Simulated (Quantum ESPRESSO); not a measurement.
# Collinear magnetic orders of YMn2Si2 with Quantum ESPRESSO, part 2 of 2

A self-consistent run ends on one state, which hangs on the start. Several orders of YMn2Si2 are started in Quantum ESPRESSO and their energies compared.

Quantum ESPRESSO 7.5; LDA; plane waves with GBRV 1.5 LDA potentials, no spin-orbit coupling.

So far, absolute magnetization (μB): step 2 (start 1: ferro ++) 3.95.

The database entry behind the starting cell has ideal inner coordinates that were not refined, so it need not match the best structure at ambient conditions.

## 3. Run 2, typed as antiferro +−

pw.in

```
&CONTROL
  calculation = 'scf'
  prefix = 'pwscf'
  outdir = './tmp'
  pseudo_dir = './pseudo'
  disk_io = 'nowf'
/
&SYSTEM
  ibrav = 0
  nat = 5
  ntyp = 4
  ecutwfc = 40
  ecutrho = 280
  nbnd = 34
  occupations = 'smearing'
  smearing = 'fd'
  degauss = 0.00367493
  nspin = 2
  starting_magnetization(1) = 0
  starting_magnetization(2) = 0.2333
  starting_magnetization(3) = -0.2333
  starting_magnetization(4) = 0
/
&ELECTRONS
  conv_thr = 1d-08
  electron_maxstep = 150
  mixing_beta = 0.3
/
ATOMIC_SPECIES
Y      88.9058 y_lda_v1.4.uspp.F.UPF
Mn1    54.9380 mn_lda_v1.5.uspp.F.UPF
Mn2    54.9380 mn_lda_v1.5.uspp.F.UPF
Si     28.0850 si_lda_v1.uspp.F.UPF
CELL_PARAMETERS bohr
  -3.7076426565    3.7076426565    9.8804330426
   3.7076426565   -3.7076426565    9.8804330426
   3.7076426565    3.7076426565   -9.8804330426
ATOMIC_POSITIONS crystal
Y       0.0000000000    0.0000000000    0.0000000000
Mn1     0.7500000000    0.2500000000    0.5000000000
Mn2     0.2500000000    0.7500000000    0.5000000000
Si      0.3750000000    0.3750000000    0.0000000000
Si      0.6250000000    0.6250000000    0.0000000000
K_POINTS automatic
10 10 10 0 0 0
```

On the command line:

```console
$ OMP_NUM_THREADS=1 mpirun -n 4 pw.x -nk 4 -in pw.in > pw.out
```

What it wrote:

```text
[banner, memory and clock lines left out]
Program PWSCF v.7.5 starts

     Message from routine setup:
     using ibrav=0 with symmetry is DISCOURAGED, use correct ibrav instead

     bravais-lattice index     =            0
     lattice parameter (alat)  =      11.1855  a.u.
     unit-cell volume          =     543.2900 (a.u.)^3
     number of atoms/cell      =            5
     number of atomic types    =            4
     number of electrons       =        49.00
     number of Kohn-Sham states=           34
     kinetic-energy cutoff     =      40.0000  Ry
     charge density cutoff     =     280.0000  Ry
     scf convergence threshold =      1.0E-08
     mixing beta               =       0.3000
     number of iterations used =            8  plain     mixing
     Exchange-correlation= SLA  PZ   NOGX NOGC
                           (   1   1   0   0   0   0   0)

     celldm(1)=  11.185535  celldm(2)=   0.000000  celldm(3)=   0.000000
     celldm(4)=   0.000000  celldm(5)=   0.000000  celldm(6)=   0.000000

     crystal axes: (cart. coord. in units of alat)
               a(1) = (  -0.331468   0.331468   0.883322 )
               a(2) = (   0.331468  -0.331468   0.883322 )
               a(3) = (   0.331468   0.331468  -0.883322 )

     reciprocal axes: (cart. coord. in units 2 pi/alat)
               b(1) = ( -0.000000  1.508443  0.566045 )
               b(2) = (  1.508443 -0.000000  0.566045 )
               b(3) = (  1.508443  1.508443  0.000000 )

     PseudoPot. # 1 for Y  read from file:
     y_lda_v1.4.uspp.F.UPF
     Pseudo is Ultrasoft + core correction, Zval = 11.0

     PseudoPot. # 2 for Mn read from file:
     mn_lda_v1.5.uspp.F.UPF
     Pseudo is Ultrasoft + core correction, Zval = 15.0

     PseudoPot. # 3 for Mn read from file:
     mn_lda_v1.5.uspp.F.UPF
     Pseudo is Ultrasoft + core correction, Zval = 15.0

     PseudoPot. # 4 for Si read from file:
     si_lda_v1.uspp.F.UPF
     Pseudo is Ultrasoft + core correction, Zval =  4.0

     atomic species   valence    mass     pseudopotential
     Y                11.00    88.90580     Y ( 1.00)
     Mn1              15.00    54.93800     Mn( 1.00)
     Mn2              15.00    54.93800     Mn( 1.00)
     Si                4.00    28.08500     Si( 1.00)

     Starting magnetic structure
     atomic species   magnetization
     Y               0.000
     Mn1             0.233
     Mn2            -0.233
     Si              0.000

      8 Sym. Ops. (no inversion) found

   Cartesian axes

     site n.     atom                  positions (alat units)
         1        Y      tau(   1) = (   0.0000000   0.0000000   0.0000000  )
         2        Mn1    tau(   2) = (   0.0000000   0.3314676   0.4416612  )
         3        Mn2    tau(   3) = (   0.3314676   0.0000000   0.4416612  )
         4        Si     tau(   4) = (   0.0000000   0.0000000   0.6624918  )
         5        Si     tau(   5) = (   0.0000000   0.0000000   1.1041530  )

     number of k points=   102  Fermi-Dirac smearing, width (Ry)=  0.0037

     Number of k-points >= 100: set verbosity='high' to print them.

     Dense  grid:    42973 G-vectors     FFT dimensions: (  60,  60,  60)

     Smooth grid:    18547 G-vectors     FFT dimensions: (  45,  45,  45)

     Check: negative core charge=   -0.000029
     Generating pointlists ...
     new r_m :   0.2137 (alat units)  2.3909 (a.u.) for type    1
     new r_m :   0.1643 (alat units)  1.8377 (a.u.) for type    2
     new r_m :   0.1643 (alat units)  1.8377 (a.u.) for type    3
     new r_m :   0.1643 (alat units)  1.8377 (a.u.) for type    4

     Initial potential from superposition of free atoms

     starting charge      47.9949, renormalised to      49.0000
     Starting wfcs are   47 randomized atomic wfcs

     Self-consistent Calculation

     iteration #  1     ecut=    40.00 Ry     beta= 0.30
     Davidson diagonalization with overlap
     ethr =  1.00E-02,  avg # of iterations =  2.2

     total energy              =    -534.18522882 Ry
     estimated scf accuracy    <       1.97228950 Ry

     total magnetization       =     0.00 Bohr mag/cell
     absolute magnetization    =     4.99 Bohr mag/cell

     iteration #  2     ecut=    40.00 Ry     beta= 0.30
     Davidson diagonalization with overlap
     ethr =  4.03E-03,  avg # of iterations =  2.5

     total energy              =    -534.23950900 Ry
     estimated scf accuracy    <       3.61710574 Ry

     total magnetization       =     0.00 Bohr mag/cell
     absolute magnetization    =     4.15 Bohr mag/cell

     [... further iterations left out ...]

     iteration # 21     ecut=    40.00 Ry     beta= 0.30
     Davidson diagonalization with overlap
     ethr =  5.62E-10,  avg # of iterations =  4.1

     total energy              =    -534.66659634 Ry
     estimated scf accuracy    <       0.00000001 Ry

     total magnetization       =     0.00 Bohr mag/cell
     absolute magnetization    =     3.67 Bohr mag/cell

     iteration # 22     ecut=    40.00 Ry     beta= 0.30
     Davidson diagonalization with overlap
     ethr =  2.04E-11,  avg # of iterations =  4.7

     Magnetic moment per site  (integrated on atomic sphere of radius R)
     atom   1 (R=0.214)  charge=  8.8716  magn=  0.0000
     atom   2 (R=0.164)  charge= 13.0568  magn=  1.5701
     atom   3 (R=0.164)  charge= 13.0569  magn= -1.5701
     atom   4 (R=0.164)  charge=  1.8980  magn= -0.0000
     atom   5 (R=0.164)  charge=  1.8980  magn= -0.0000

     End of self-consistent calculation

     Number of k-points >= 100: set verbosity='high' to print the bands.

     the Fermi energy is    12.5054 ev

!    total energy              =    -534.66659641 Ry
     estimated scf accuracy    <          9.7E-10 Ry
     smearing contrib. (-TS)   =      -0.00618250 Ry
     internal energy E=F+TS    =    -534.66041391 Ry

     The total energy is F=E-TS. E is the sum of the following terms:
     one-electron contribution =    -304.60911738 Ry
     hartree contribution      =     172.85198059 Ry
     xc contribution           =     -88.55292147 Ry
     ewald contribution        =    -314.35035565 Ry

     total magnetization       =     0.00 Bohr mag/cell
     absolute magnetization    =     3.67 Bohr mag/cell

     convergence has been achieved in  22 iterations
```

It took 4.8 min on 4 MPI ranks of Arm Neoverse V1, shared host; peak memory 0.72 GiB.

Spin moment in the atom's sphere by atom:

| atom | spin moment in the atom's sphere (μB) |
| --- | --- |
| Y1 | 0.00 |
| Mn2 | 1.57 |
| Mn3 | -1.57 |
| Si4 | 0.00 |
| Si5 | 0.00 |

This step gave:

```
smearing term TS       : 0.08412 eV
magnetization          : 0 μB
absolute magnetization : 3.671 μB
final state            : antiferromagnetic
```

## 4. Run 3 (no spin polarisation)

pw.in

```
&CONTROL
  calculation = 'scf'
  prefix = 'pwscf'
  outdir = './tmp'
  pseudo_dir = './pseudo'
  disk_io = 'nowf'
/
&SYSTEM
  ibrav = 0
  nat = 5
  ntyp = 3
  ecutwfc = 40
  ecutrho = 280
  nbnd = 34
  occupations = 'smearing'
  smearing = 'fd'
  degauss = 0.00367493
/
&ELECTRONS
  conv_thr = 1d-08
  electron_maxstep = 150
  mixing_beta = 0.3
/
ATOMIC_SPECIES
Y      88.9058 y_lda_v1.4.uspp.F.UPF
Mn     54.9380 mn_lda_v1.5.uspp.F.UPF
Si     28.0850 si_lda_v1.uspp.F.UPF
CELL_PARAMETERS bohr
  -3.7076426565    3.7076426565    9.8804330426
   3.7076426565   -3.7076426565    9.8804330426
   3.7076426565    3.7076426565   -9.8804330426
ATOMIC_POSITIONS crystal
Y       0.0000000000    0.0000000000    0.0000000000
Mn      0.7500000000    0.2500000000    0.5000000000
Mn      0.2500000000    0.7500000000    0.5000000000
Si      0.3750000000    0.3750000000    0.0000000000
Si      0.6250000000    0.6250000000    0.0000000000
K_POINTS automatic
10 10 10 0 0 0
```

What it wrote:

```text
     [... lines left out ...]
Program PWSCF v.7.5 starts
     [... lines left out ...]
     number of atoms/cell      =            5
     [... lines left out ...]
     number of electrons       =        49.00
     number of Kohn-Sham states=           34
     kinetic-energy cutoff     =      40.0000  Ry
     charge density cutoff     =     280.0000  Ry
     scf convergence threshold =      1.0E-08
     [... lines left out ...]
     16 Sym. Ops., with inversion, found
     [... lines left out ...]
     number of k points=   102  Fermi-Dirac smearing, width (Ry)=  0.0037
     [... lines left out ...]
     iteration # 12     ecut=    40.00 Ry     beta= 0.30
     [... lines left out ...]
     the Fermi energy is    12.2926 ev
!    total energy              =    -534.66038875 Ry
     estimated scf accuracy    <          2.6E-09 Ry
     smearing contrib. (-TS)   =      -0.00488596 Ry
     [... lines left out ...]
     convergence has been achieved in  12 iterations
```

Elapsed: 88 s, on 4 MPI ranks; peak memory 0.53 GiB; 5.8 min of CPU time.

This step gave:

```
smearing term TS : 0.06648 eV
final state      : non-magnetic (no spin polarisation)
```

## 5. Energies of the orders

An order is kept where moments of 0.15 μB or more survive with the typed signs; meshes match where a doubled cell samples the same k points as the first cell.

Orders:

| start | final state | typed order kept | energy over the lowest (meV a seeded atom) | largest site moment (μB) | net moment (μB a cell of the first run) | mesh matched | CPU time (s) |
| --- | --- | --- | --- | --- | --- | --- | --- |
| ferro ++ | ferromagnetic | yes | 0 | 1.707 | 3.418 | yes | 752.6 |
| antiferro +- | antiferromagnetic | yes | 147.2 | 1.57 | 0 | yes | 1155 |
| no spin polarisation | non-magnetic | - | 189.5 | 0 | 0 | yes | 350.7 |

## 6. Results

```
lowest state found      : ferromagnetic (from ferro ++)
largest site moment     : 1.71 μB
next state with moments : antiferromagnetic, 147 meV a seeded atom higher
state without moments   : 189 meV a seeded atom higher
```

What this shows: Only these 3 starts were compared; other wavevectors, canted and longer-period orders were not.

[Logs and program files are shortened in this print: banners, set-up blocks, solver, clock and traceback lines can be left out without a mark of their own.]

[Logs are printed without paths, hosts, clocks, repeated set-up lines and the standing remarks that a program may print on its own settings, such as how far it seeks lower states.]

[Hosts, paths, dates, database ids (printed as entryN), source tags and the programs' standing remarks are cut or masked in the printed files.]

[Where a cell is said to come from a database of computed structures, the database is the Materials Project.]
